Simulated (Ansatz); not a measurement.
# TiC (model cell, started as NiAs type): phonons and vibrational spectra, part 2 of 2

The cell of TiC (model cell, started as NiAs type) is at rest. What are its phonons? After the zone centre comes a 3×3×2 q mesh on a 15×15×8 k mesh.

Ansatz 0.2.0; DFT PBEsol, scalar-relativistic, plane waves, PAW.

So far. Step 2 (Modes at Γ): Before it was imposed, the acoustic sum rule was missed by 9.9e-6 eV/Å². Small misses are needed for a sound result but don't prove that mesh and cutoff are converged. The lowest optical mode is real, 130 cm⁻¹.

The structure was built from a prototype and need not be the compound's stable phase.

### 3. Response at finite wavevector (continued)

The partial phonon density of states has structure finer than the step of the table below, so its rows give means over 25 cm⁻¹, whole bins alone (the curve runs from -10 to 720 cm⁻¹). Peaks (cm⁻¹: height): C 536.3: 0.0455, 591.4: 0.0298; Ti 210.4: 0.0268, 283.8: 0.0211, 357.3: 0.0320.

Phonopy on the run's constants, 21x21x11 mesh, Gaussian sigma 5.2 cm-1. Interpolated from a 3×3×2 q mesh. Table of partial phonon density of states by wavenumber; means over each step; values in 1/cm⁻¹/cell:

```csv
wavenumber (cm⁻¹),C,Ti
25,2.2e-5,9.1e-5
50,8.0e-5,3.8e-4
75,1.9e-4,0.00105
100,3.2e-4,0.00233
125,5.6e-4,0.00670
150,7.6e-4,0.0131
175,8.9e-4,0.0209
200,8.1e-4,0.0239
225,7.9e-4,0.0247
250,0.00104,0.0200
275,0.00140,0.0175
300,0.00158,0.0144
325,0.00214,0.0191
350,0.00316,0.0301
375,0.00541,0.0211
400,0.00924,0.0127
425,0.0154,0.00506
450,0.0189,0.00208
475,0.0213,8.0e-4
500,0.0297,8.8e-4
525,0.0374,0.00127
550,0.0251,9.6e-4
575,0.0204,3.9e-4
600,0.0256,2.9e-4
625,0.0124,9.5e-5
650,0.00416,2.0e-5
675,0.00132,1.8e-6
700,7.9e-5,0
```

Harmonic thermodynamic functions per atom, from the density of states. Interpolated from a 3×3×2 q mesh. Thermodynamic functions, by row:

```csv
T (K),F_vib (meV/atom),S (J/mol-atom/K),C_V (J/mol-atom/K)
0,72.79,0,0
50,72.76,0.278,0.968
100,72.21,2.112,5.095
200,66.87,8.454,13.67
300,54.65,15.02,18.48
400,36.06,20.7,20.91
500,12.03,25.52,22.22
600,-16.61,29.65,23
700,-49.24,33.23,23.49
800,-85.35,36.39,23.82
900,-124.6,39.21,24.05
1000,-166.5,41.76,24.21
```

Harmonic mean-square displacement, third of the trace. Interpolated from a 3×3×2 q mesh. Mean square displacements, by row:

```csv
T (K),Ti1 U_eq (Å²),Ti2 U_eq (Å²),C3 U_eq (Å²),C4 U_eq (Å²)
0,0.00145,0.00145,0.00294,0.00294
100,0.00166,0.00166,0.00303,0.00303
300,0.00322,0.00322,0.00402,0.00402
600,0.00604,0.00604,0.00653,0.00653
```

Symmetry leaves 6 wavevectors to solve. The lowest mode among them, the acoustic zeros apart, lies at q = (0, 0, -0.5) and is real, 117 cm⁻¹.

### 4. Another isotope, element C, natural mass 12.011 amu

An isotope changes the mass and not the force constants, so no new electronic calculation is needed; the shifts show which modes move this element.

The same force constants with the mass of C changed from 12.011 to 13.003 u (phonopy, no LO-TO term). Both lists are sorted by frequency; levels can cross, so a row need not hold one and the same mode. Modes under 3 cm⁻¹ are left out. Isotope shifts, by row, the first 40 of 45 rows:

```csv
q,rank,natural mass (cm⁻¹),changed mass (cm⁻¹)
0 0 0,4,130.3,130.3
0 0 0,5,130.3,130.3
0 0 0,6,222,215.2
0 0 0,7,222,215.2
0 0 0,8,422.4,405.9
0 0 0,9,422.4,405.9
0 0 0,10,456.9,456.9
0 0 0,11,543.2,526.3
0 0 0,12,689.2,662.4
0 0 -0.5,1,117,116.8
0 0 -0.5,2,117,116.8
0 0 -0.5,3,117,116.8
0 0 -0.5,4,117,116.8
0 0 -0.5,5,314.8,314
0 0 -0.5,6,314.8,314
0 0 -0.5,7,379.6,365.6
0 0 -0.5,8,379.6,365.6
0 0 -0.5,9,379.6,365.6
0 0 -0.5,10,379.6,365.6
0 0 -0.5,11,593.2,571.6
0 0 -0.5,12,593.2,571.6
0 0.3333 0,1,158.5,158.1
0 0.3333 0,2,188.8,188.8
0 0.3333 0,3,196.2,195.9
0 0.3333 0,4,322.3,322.2
0 0.3333 0,5,340.2,339.8
0 0.3333 0,6,372.2,357.9
0 0.3333 0,7,413.9,413.9
0 0.3333 0,8,483.9,465.4
0 0.3333 0,9,505.2,485.6
0 0.3333 0,10,531.7,512.3
0 0.3333 0,11,579,557.2
0 0.3333 0,12,602.8,579.5
0 0.3333 -0.5,1,191.2,191
0 0.3333 -0.5,2,191.2,191
0 0.3333 -0.5,3,294.5,293.6
0 0.3333 -0.5,4,294.5,293.6
0 0.3333 -0.5,5,329.6,329.4
0 0.3333 -0.5,6,329.6,329.4
0 0.3333 -0.5,7,447.5,430.6
```

A mode of this element alone would shift by -3.89 %. The highest zone-centre frequency without the field goes from 689.2 to 662.4 cm⁻¹ (-3.9 %). The product of the frequency ratios over all optical modes at Γ is 0.808; the product rule, (m/m′)^(3k/2) (M′/M)^(3/2) with k = 2 such atoms and M the mass of the cell, gives 0.808.

### 5. Isotope substitution, element Ti, natural mass 47.867 amu

The same for Ti, from 47.87 to 49.94 u.

The same force constants with the mass of Ti changed from 47.867 to 49.945 u (phonopy, no LO-TO term). Both lists are sorted by frequency; levels can cross, so a row need not hold one and the same mode. Modes under 3 cm⁻¹ are left out. Isotope shifts, by row, the first 40 of 45 rows:

```csv
q,rank,natural mass (cm⁻¹),changed mass (cm⁻¹)
0 0 0,4,130.3,127.6
0 0 0,5,130.3,127.6
0 0 0,6,222,221.1
0 0 0,7,222,221.1
0 0 0,8,422.4,422.4
0 0 0,9,422.4,422.4
0 0 0,10,456.9,447.3
0 0 0,11,543.2,540.9
0 0 0,12,689.2,689.2
0 0 -0.5,1,117,114.7
0 0 -0.5,2,117,114.7
0 0 -0.5,3,117,114.7
0 0 -0.5,4,117,114.7
0 0 -0.5,5,314.8,308.6
0 0 -0.5,6,314.8,308.6
0 0 -0.5,7,379.6,379.2
0 0 -0.5,8,379.6,379.2
0 0 -0.5,9,379.6,379.2
0 0 -0.5,10,379.6,379.2
0 0 -0.5,11,593.2,592.4
0 0 -0.5,12,593.2,592.4
0 0.3333 0,1,158.5,155.3
0 0.3333 0,2,188.8,184.8
0 0.3333 0,3,196.2,192.1
0 0.3333 0,4,322.3,315.6
0 0.3333 0,5,340.2,333.3
0 0.3333 0,6,372.2,372.1
0 0.3333 0,7,413.9,405.3
0 0.3333 0,8,483.9,483.7
0 0.3333 0,9,505.2,505.2
0 0.3333 0,10,531.7,531
0 0.3333 0,11,579,578.6
0 0.3333 0,12,602.8,602.8
0 0.3333 -0.5,1,191.2,187.2
0 0.3333 -0.5,2,191.2,187.2
0 0.3333 -0.5,3,294.5,288.7
0 0.3333 -0.5,4,294.5,288.7
0 0.3333 -0.5,5,329.6,322.8
0 0.3333 -0.5,6,329.6,322.8
0 0.3333 -0.5,7,447.5,447.3
```

A mode of this element alone would shift by -2.10 %. The highest zone-centre frequency without the field goes from 689.2 to 689.2 cm⁻¹ (+0.0 %). The product of the frequency ratios over all optical modes at Γ is 0.927; the product rule, (m/m′)^(3k/2) (M′/M)^(3/2) with k = 2 such atoms and M the mass of the cell, gives 0.927.

### 6. Outcome

| Property | Result |
| --- | --- |
| space group (within 0.01 Å) | P6_3/mmc |
| volume per atom | 10.5 Å³ |
| electronic character | no gap on this mesh |
| highest optical mode at the zone centre (no LO-TO term) | 689 cm⁻¹ |
| lowest optical zone-centre mode | 130 cm⁻¹ |
| lowest mode on the q mesh (acoustic modes at Γ apart) | 117 cm⁻¹ |
| highest frequency on the path or at a solved wavevector | 689 cm⁻¹ |
| zero-point energy per atom | 72.8 meV |
| heat capacity at 300 K | 18.5 J/(mol atoms K) |
| vibrational entropy at 300 K | 15.0 J/(mol atoms K) |
| Debye temperature (second moment) | 776 K |
| imaginary modes on the 3×3×2 q mesh | none |

In words: The structure is a minimum as far as tested: no mode is imaginary at the 6 irreducible wavevectors of the 3×3×2 mesh, and the softest away from the acoustic zeros lies at 117 cm⁻¹. The optical modes at Γ span 130 to 689 cm⁻¹. The highest mode in this list at Γ, 689.2 cm⁻¹, is mostly motion of C (100 % of the kinetic energy). With no gap, or one that is small against the smearing, the frequencies hang on the k mesh and the smearing, most of all near Kohn anomalies. The starting cell was built on a prototype and not taken from a measurement, so the phase need not exist. These are harmonic frequencies at zero temperature: anharmonic shifts, linewidths and thermal expansion are left out.

[Logs are printed without paths, hosts, clocks, repeated set-up lines and the standing remarks that a program may print on its own settings, such as how far it seeks lower states.]

[Hosts, paths, dates, database ids (printed as entryN), source tags and the programs' standing remarks are cut or masked in the printed files.]
